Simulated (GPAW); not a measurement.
**Ballistic transport through an In chain with an O atom bridging one bond, cheap and dear**

Wanted: the zero-bias transmission of an In chain with an O atom bridging one bond on a ladder of levels, with run times.

Method: GPAW LCAO, PAW setups; Landauer transmission from Green's functions with principal layers (ASE), zero bias, in GPAW 26.7.0.

## 1. The starting structure

The cell holds 11 atoms: 10 In and 1 O. Its edges and angles: a = 9.000 Å, b = 9.000 Å, c = 29.700 Å, α = 90.0°, β = 90.0°, γ = 90.0°. Regions: left lead, 5 atoms (5 In); channel, 1 atom (1 O); right lead, 5 atoms (5 In). Vacuum lies along a and b. The structure is stacked along c, and the current runs across the ab planes.

Coordinates:

```cif
data_structure
_symmetry_space_group_name_H-M 'P 1'
_symmetry_Int_Tables_number 1
_cell_length_a 9.0000
_cell_length_b 9.0000
_cell_length_c 29.7000
_cell_angle_alpha 90.000
_cell_angle_beta 90.000
_cell_angle_gamma 90.000
_cell_volume 2405.70
loop_
_atom_site_label
_atom_site_type_symbol
_atom_site_fract_x
_atom_site_fract_y
_atom_site_fract_z
_atom_site_occupancy
In1 In 0.50000 0.50000 0.04966 1
In2 In 0.50000 0.50000 0.14899 1
In3 In 0.50000 0.50000 0.24832 1
In4 In 0.50000 0.50000 0.34764 1
In5 In 0.50000 0.50000 0.44697 1
O6 O 0.62501 0.50000 0.50000 1
In7 In 0.50000 0.50000 0.55303 1
In8 In 0.50000 0.50000 0.65236 1
In9 In 0.50000 0.50000 0.75168 1
In10 In 0.50000 0.50000 0.85101 1
In11 In 0.50000 0.50000 0.95034 1
```

## 2. GPAW, dzp

Localised orbitals split the wire into layers that couple to their neighbours alone, which is what the Green's function method needs; double zeta with polarisation is the usual level for numbers.

File run.py:

```python
import json
import numpy as np
from ase import Atoms
from ase.transport.calculators import TransportCalculator
from gpaw import GPAW, FermiDirac
from gpaw.lcao.tools import get_lcao_hamiltonian
from scipy.linalg import eigh

# The junction with lead layers at both ends, along the third cell vector
device = Atoms(
    ['In', 'In', 'In', 'In', 'In', 'O', 'In', 'In', 'In', 'In', 'In'],
    positions=[
        [4.50000, 4.50000, 1.47500],
        [4.50000, 4.50000, 4.42500],
        [4.50000, 4.50000, 7.37500],
        [4.50000, 4.50000, 10.32500],
        [4.50000, 4.50000, 13.27500],
        [5.62513, 4.50000, 14.85000],
        [4.50000, 4.50000, 16.42500],
        [4.50000, 4.50000, 19.37500],
        [4.50000, 4.50000, 22.32500],
        [4.50000, 4.50000, 25.27500],
        [4.50000, 4.50000, 28.22500]],
    cell=[[9.0, 0.0, 0.0], [0.0, 9.0, 0.0], [0.0, 0.0, 29.7]],
    pbc=True)

# One principal layer of the lead: the first 3 atoms of the device
lead = Atoms(
    ['In', 'In', 'In'],
    positions=[
        [4.50000, 4.50000, 1.47500],
        [4.50000, 4.50000, 4.42500],
        [4.50000, 4.50000, 7.37500]],
    cell=[[9.0, 0.0, 0.0], [0.0, 9.0, 0.0], [0.0, 0.0, 8.85]],
    pbc=True)

settings = dict(mode='lcao', basis='dzp', xc='PBE', h=0.18,
                occupations=FermiDirac(0.1), maxiter=250,
                mixer=dict(beta=0.1, nmaxold=8, weight=100.0),
                convergence=dict(density=0.0001))
energies = np.arange(-3, 3 + 1e-9, 0.075)
eta = 0.0001
n1, n2 = 1, 1
# k and -k transmit alike, so half of the mesh across the current serves
mesh = [(i, j) for i in range(n1) for j in range(n2) if (i, j) <= (-i % n1, -j % n2)]
weights = np.array([1 if (i, j) == (-i % n1, -j % n2) else 2 for i, j in mesh]) / (n1 * n2)

# [... helper functions left out ...]
fermi_lead = ground_state(lead, (1, 1, 13), 'lead.txt')
fermi_device = ground_state(device, (1, 1, 3), 'device.txt')
# [... loop over the mesh left out, but for ...]
        # Shift the lead onto the potential of the device's first layer
        shift = ((H[:, 0, 0] - H0[:, 0, 0]) / S0[0, 0]).real.mean()
# [...]
kT = 8.617333e-5 * 77
bias = [0.1, 0.2, 0.5, 1.0, 1.5, 2.0]
# [... integrals and printing left out ...]
```

Run with:

```
OMP_NUM_THREADS=1 OPENBLAS_NUM_THREADS=1 python run.py
```

The program printed:

```text
basis functions: device 243, principal layer 69
Fermi level: lead -2.2014 eV, device -2.1380 eV; lead shifted by 0.0035 eV
largest coupling past the next layer 1.88e-06 eV, largest misfit of the first layer 0.059 eV
  E-E_F (eV)   T (one spin)  [channel counts left out]
    -3.000    6.2448e-02
    -2.925    6.5925e-02
    -2.850    6.9396e-02
    -2.775    7.2878e-02
    -2.700    7.6390e-02
    -2.625    7.9945e-02
    -2.550    8.3555e-02
    -2.475    8.7214e-02
    -2.400    9.0875e-02
    -2.325    9.4397e-02
    -2.250    9.7382e-02
    -2.175    9.8728e-02
    -2.100    9.5062e-02
    -2.025    7.3608e-02
    -1.950    8.2302e-07
    -1.875    5.2188e-04
[...]
2.475    1.5964e+00
     2.550    1.6245e+00
     2.625    1.6486e+00
     2.700    1.6686e+00
     2.775    1.6837e+00
     2.850    1.6929e+00
     2.925    1.6944e+00
     3.000    1.6851e+00
conductance at 77 K: 0.61703 G0 a cell; thermopower -0.8625 uV/K
current from the zero-bias T(E) at 0.1 V: 4.7621 uA
current from the zero-bias T(E) at 0.2 V: 9.4541 uA
current from the zero-bias T(E) at 0.5 V: 21.94 uA
current from the zero-bias T(E) at 1.0 V: 39.074 uA
current from the zero-bias T(E) at 1.5 V: 55.826 uA
current from the zero-bias T(E) at 2.0 V: 73.188 uA
```

It took 2 min on 1 thread of Arm Neoverse N1, shared host; peak memory 1.5 GiB.

This step gave:

| Property | Result |
| --- | --- |
| conductance | 0.6170 G₀ |
| largest coupling past the next principal layer | 1.88e-6 eV |
| largest misfit of the first principal layer | 0.05926 eV |
| shift that aligns the lead | 0.003509 eV |
| basis functions of the junction | 243 |
| basis functions of a principal layer | 69 |
| transmission at the Fermi level (one spin) | 0.6183 |

One spin. The transmission, zone mean by energy, zero at the Fermi level:

```csv
energy (eV),"transmission, zone mean"
-3.0000,0.0624
-2.7750,0.0729
-2.4750,0.0872
-2.2500,0.0974
-2.0250,0.0736
-1.7250,3.1e-6
-1.5000,7.1e-9
-1.2750,7.7e-8
-0.9750,0.0607
-0.7500,0.102
-0.5250,0.158
-0.2250,0.326
0.0000,0.618
0.2250,0.638
0.5250,0.701
0.7500,0.775
0.9750,0.852
1.2750,0.955
1.5000,1.04
1.7250,1.16
2.0250,1.35
2.2500,1.49
2.4750,1.60
2.7750,1.68
3.0000,1.69
```

Not self-consistent under bias; the bias window is split evenly. Table of current through one cell, from the zero-bias transmission by bias:

```csv
bias (V),"current through one cell, from the zero-bias transmission (μA)"
0.100,4.76
0.200,9.45
0.500,21.9
1.000,39.1
1.500,55.8
2.000,73.2
```

Table of transmission of the three most open eigenchannels by energy, zero at the Fermi level:

```csv
energy (eV),channel 1,channel 2,channel 3
-3.00,0.0624,0,0
-2.77,0.0729,0,0
-2.55,0.0836,0,0
-2.40,0.0909,0,0
-2.17,0.0987,0,0
-1.95,8.2e-7,0,0
-1.73,3.1e-6,0,0
-1.57,1.9e-8,0,0
-1.35,6.3e-9,0,0
-1.12,0.0333,0,0
-0.90,0.0739,0,0
-0.75,0.102,0,0
-0.53,0.158,0,0
-0.30,0.258,1.6e-12,0
-0.07,0.480,0.0815,0.0259
0.00,0.482,0.108,0.0286
0.07,0.481,0.123,0.0253
0.30,0.501,0.133,0.0127
0.53,0.564,0.131,0.00591
0.75,0.638,0.136,0.00170
0.90,0.685,0.142,1.2e-4
1.12,0.747,0.153,0.00255
1.35,0.800,0.164,0.0179
1.57,0.844,0.174,0.0587
1.73,0.868,0.181,0.107
1.95,0.896,0.209,0.193
2.17,0.916,0.322,0.206
2.40,0.933,0.412,0.219
2.55,0.945,0.453,0.227
2.77,0.964,0.485,0.235
3.00,0.987,0.470,0.229
```

Couplings past the next layer reach 1.9e-6 eV, small enough to drop; the matrix elements of the cell's first layer differ from the bulk lead's by up to 0.059 eV. That layer keeps its own values in the calculation, and only beyond it is the lead taken as perfect. The Fermi levels of lead and junction count from different zeros of potential, one for each periodic cell; with both set to zero, the small remaining shift is what aligns them. By hand: G = 0.6170 × 77.48 μS = 47.8 μS, a resistance of 20.9 kΩ; at 0.1 V a linear junction would pass 4.78 μA, and the integral over the bias window gives 4.76 μA.

## 3. Single-zeta polarised basis

One radial function a shell plus polarisation makes the matrices smaller; the question is what that costs.

Changes to run.py since step 2:

```diff
@@ -36,3 +36,3 @@
 
-settings = dict(mode='lcao', basis='dzp', xc='PBE', h=0.18,
+settings = dict(mode='lcao', basis='szp(dzp)', xc='PBE', h=0.18,
                 occupations=FermiDirac(0.1), maxiter=250,
```

The program printed:

```text
basis functions: device 149, principal layer 42
Fermi level: lead -2.3504 eV, device -2.2439 eV; lead shifted by 0.0079 eV
largest coupling past the next layer 1.86e-06 eV, largest misfit of the first layer 0.074 eV
  E-E_F (eV)   T (one spin)  [channel counts left out]
    -3.000    1.4871e-02
    -2.925    1.6068e-02
    -2.850    1.7224e-02
    -2.775    1.8332e-02
    -2.700    1.9381e-02
    -2.625    2.0351e-02
    -2.550    2.1203e-02
    -2.475    2.1866e-02
    -2.400    2.2199e-02
    -2.325    2.1912e-02
    -2.250    2.0366e-02
    -2.175    1.5967e-02
    -2.100    4.0343e-03
    -2.025    3.4456e-08
    -1.950    1.5718e-07
    -1.875    2.2129e-06
[...]
2.475    1.4123e+00
     2.550    1.4380e+00
     2.625    1.4602e+00
     2.700    1.4784e+00
     2.775    1.4921e+00
     2.850    1.5000e+00
     2.925    1.5003e+00
     3.000    1.4905e+00
conductance at 77 K: 0.47499 G0 a cell; thermopower -2.046 uV/K
current from the zero-bias T(E) at 0.1 V: 3.6558 uA
current from the zero-bias T(E) at 0.2 V: 7.213 uA
current from the zero-bias T(E) at 0.5 V: 16.001 uA
current from the zero-bias T(E) at 1.0 V: 28.284 uA
current from the zero-bias T(E) at 1.5 V: 41.52 uA
current from the zero-bias T(E) at 2.0 V: 56.397 uA
```

The job ended after 92 s (1 thread; peak memory 1.5 GiB).

Numbers from this step:

```yaml
conductance: 0.4750 G₀
thermopower: -2.046 μV/K
largest_coupling_past_the_next_principal_layer: 1.86e-6 eV
largest_misfit_of_the_first_principal_layer: 0.07360 eV
shift_that_aligns_the_lead: 0.007859 eV
basis_functions_of_the_junction: 149
basis_functions_of_a_principal_layer: 42
transmission_at_the_fermi_level_one_spin: 0.4768
```

One spin. The transmission, zone mean by energy, zero at the Fermi level:

```csv
energy (eV),"transmission, zone mean"
-3.00,0.0149
-2.85,0.0172
-2.70,0.0194
-2.55,0.0212
-2.33,0.0219
-2.17,0.0160
-2.02,3.4e-8
-1.88,2.2e-6
-1.73,1.2e-7
-1.57,2.7e-9
-1.35,1.1e-9
-1.20,0.00210
-1.05,0.0130
-0.90,0.0227
-0.75,0.0334
-0.60,0.0468
-0.38,0.0793
-0.23,0.129
-0.07,0.426
0.00,0.477
0.07,0.502
0.23,0.521
0.38,0.549
0.60,0.627
0.75,0.691
0.90,0.755
1.05,0.814
1.20,0.868
1.35,0.919
1.57,0.998
1.73,1.06
1.88,1.13
2.02,1.20
2.17,1.28
2.33,1.35
2.55,1.44
2.70,1.48
2.85,1.5
3.00,1.49
```

Not self-consistent under bias; the bias window is split evenly. The current through one cell, from the zero-bias transmission by bias:

```csv
bias (V),"current through one cell, from the zero-bias transmission (μA)"
0.100,3.66
0.200,7.21
0.500,16.0
1.000,28.3
1.500,41.5
2.000,56.4
```

The transmission of the three most open eigenchannels by energy, zero at the Fermi level:

```csv
energy (eV),channel 1,channel 2,channel 3
-3.00,0.0149,0,0
-2.77,0.0183,0,0
-2.55,0.0212,0,0
-2.40,0.0222,0,0
-2.17,0.0160,0,0
-1.95,1.6e-7,0,0
-1.73,1.2e-7,0,0
-1.57,2.7e-9,0,0
-1.35,1.1e-9,0,0
-1.12,0.00782,0,0
-0.90,0.0227,0,0
-0.75,0.0334,0,0
-0.53,0.0553,0,0
-0.30,0.0981,0,0
-0.07,0.299,0.0758,0.0509
0.00,0.325,0.0955,0.0560
0.07,0.340,0.109,0.0523
0.30,0.371,0.130,0.0318
0.53,0.446,0.132,0.0203
0.75,0.543,0.135,0.0128
0.90,0.606,0.140,0.00794
1.12,0.691,0.149,0.00151
1.35,0.761,0.158,0.00103
1.57,0.817,0.165,0.0161
1.73,0.846,0.170,0.0412
1.95,0.880,0.178,0.106
2.17,0.904,0.190,0.186
2.40,0.923,0.267,0.194
2.55,0.936,0.305,0.197
2.77,0.956,0.339,0.197
3.00,0.981,0.327,0.183
```

The conductance, 0.475 G₀, lies 23 % below that of the dzp run.

## 4. GPAW, sz: basis = "sz(dzp)"

The minimal basis is the cheapest rung: no second zeta and no polarisation.

Changes to run.py since step 3:

```diff
@@ -36,3 +36,3 @@
 
-settings = dict(mode='lcao', basis='szp(dzp)', xc='PBE', h=0.18,
+settings = dict(mode='lcao', basis='sz(dzp)', xc='PBE', h=0.18,
                 occupations=FermiDirac(0.1), maxiter=250,
```

The program printed:

```text
basis functions: device 94, principal layer 27
Fermi level: lead -2.2680 eV, device -2.1451 eV; lead shifted by 0.0048 eV
largest coupling past the next layer 1.93e-06 eV, largest misfit of the first layer 0.107 eV
  E-E_F (eV)   T (one spin)  [channel counts left out]
    -3.000    1.5555e-02
    -2.925    1.7289e-02
    -2.850    1.8945e-02
[...]
2.925    1.3873e+00
     3.000    1.3785e+00
conductance at 77 K: 0.5033 G0 a cell; thermopower -2.081 uV/K
current from the zero-bias T(E) at 0.1 V: 3.8627 uA
current from the zero-bias T(E) at 0.2 V: 7.5827 uA
current from the zero-bias T(E) at 0.5 V: 16.453 uA
current from the zero-bias T(E) at 1.0 V: 28.699 uA
current from the zero-bias T(E) at 1.5 V: 41.984 uA
current from the zero-bias T(E) at 2.0 V: 56.904 uA
```

Run time: 67 s. Hardware: 1 thread; peak memory 1.3 GiB.

This step gave:

| Property | Result |
| --- | --- |
| conductance | 0.5033 G₀ |
| thermopower | -2.081 μV/K |
| largest coupling past the next principal layer | 1.93e-6 eV |
| largest misfit of the first principal layer | 0.1071 eV |
| shift that aligns the lead | 0.004797 eV |
| basis functions of the junction | 94 |
| basis functions of a principal layer | 27 |
| transmission at the Fermi level (one spin) | 0.5059 |

The conductance, 0.503 G₀, lies 18 % below that of the dzp run.

## 5. revPBE in the dzp basis: xc = "revPBE"

Back in the dzp basis, the functional changes from PBE to revPBE, to set the spread between functionals beside that between bases.

Changes to run.py since step 4:

```diff
@@ -36,3 +36,3 @@
 
-settings = dict(mode='lcao', basis='sz(dzp)', xc='PBE', h=0.18,
+settings = dict(mode='lcao', basis='dzp', xc='revPBE', h=0.18,
                 occupations=FermiDirac(0.1), maxiter=250,
```

The program printed:

```text
basis functions: device 243, principal layer 69
Fermi level: lead -2.0991 eV, device -2.0346 eV; lead shifted by 0.0028 eV
largest coupling past the next layer 1.88e-06 eV, largest misfit of the first layer 0.062 eV
  E-E_F (eV)   T (one spin)  [channel counts left out]
    -3.000    6.3300e-02
    -2.925    6.6761e-02
    -2.850    7.0215e-02
[...]
2.925    1.6985e+00
     3.000    1.6909e+00
conductance at 77 K: 0.60447 G0 a cell; thermopower -0.7325 uV/K
current from the zero-bias T(E) at 0.1 V: 4.6663 uA
current from the zero-bias T(E) at 0.2 V: 9.2679 uA
current from the zero-bias T(E) at 0.5 V: 21.554 uA
current from the zero-bias T(E) at 1.0 V: 38.449 uA
current from the zero-bias T(E) at 1.5 V: 55.025 uA
current from the zero-bias T(E) at 2.0 V: 72.271 uA
```

Run time: 2 min. Hardware: 1 thread; peak memory 1.5 GiB.

This step gave:

```yaml
conductance: 0.6045 G₀
largest_coupling_past_the_next_principal_layer: 1.88e-6 eV
largest_misfit_of_the_first_principal_layer: 0.06199 eV
shift_that_aligns_the_lead: 0.002774 eV
basis_functions_of_the_junction: 243
basis_functions_of_a_principal_layer: 69
transmission_at_the_fermi_level_one_spin: 0.6057
```

The conductance, 0.604 G₀, lies 2.0 % below that of the dzp run.

## 6. All levels side by side

Times are for 1 thread of Arm Neoverse N1, shared host. The runs compared:

```csv
no.,run,conductance (G₀),time,memory (GiB)
1,dzp,0.6170,2 min,1.5
2,szp,0.4750,92 s,1.5
3,sz,0.5033,67 s,1.3
4,dzp revPBE,0.6045,2 min,1.5
```

## 7. The levels side by side

The curves are compared point by point over the common energies.

This step: comparison of transmission and cost over codes and levels (GPAW 26.7.0).

Ladder, by row:

```csv
step,code,T at the Fermi level (sum over the listed spins),conductance (G0),r.m.s. T(E) from the first,wall time (s),peak memory (GiB),threads
dzp,GPAW,0.6183,0.617,0,120.8,1.49,1
szp,GPAW,0.4768,0.475,0.1096,92.27,1.46,1
sz,GPAW,0.5059,0.5033,0.1342,66.62,1.33,1
dzp-revPBE,GPAW,0.6057,0.6045,0.00672,119.4,1.49,1
```

Transmission, zone mean, sum over the listed spins against energy, zero at the Fermi level:

```csv
energy (eV),dzp,szp,sz,dzp-revPBE
-3.0000,0.0624,0.0149,0.0156,0.0633
-2.7750,0.0729,0.0183,0.0205,0.0737
-2.4750,0.0872,0.0219,0.0259,0.0881
-2.2500,0.0974,0.0204,0.0290,0.0992
-2.0250,0.0736,3.4e-8,0.0292,0.0865
-1.7250,3.1e-6,1.2e-7,1.5e-5,2.4e-6
-1.5000,7.1e-9,1.3e-9,1.5e-8,8.2e-9
-1.2750,7.7e-8,2.6e-9,5.6e-9,0.00140
-0.9750,0.0607,0.0178,0.0168,0.0635
-0.7500,0.102,0.0334,0.0280,0.104
-0.5250,0.158,0.0553,0.0438,0.160
-0.2250,0.326,0.129,0.109,0.329
0.0000,0.618,0.477,0.506,0.606
0.2250,0.638,0.521,0.538,0.622
0.5250,0.701,0.598,0.611,0.689
0.7500,0.775,0.691,0.700,0.766
0.9750,0.852,0.785,0.787,0.844
1.2750,0.955,0.894,0.882,0.948
1.5000,1.04,0.971,0.948,1.04
1.7250,1.16,1.06,1.03,1.15
2.0250,1.35,1.20,1.17,1.34
2.2500,1.49,1.32,1.27,1.48
2.4750,1.60,1.41,1.35,1.59
2.7750,1.68,1.49,1.39,1.69
3.0000,1.69,1.49,1.38,1.69
```

(Part 1 of 2 ends here.)

[Logs are printed without paths, hosts, clocks, repeated set-up lines and the standing remarks that a program may print on its own settings, such as how far it seeks lower states.]

[Hosts, paths, dates, database ids (printed as entryN), source tags and the programs' standing remarks are cut or masked in the printed files.]
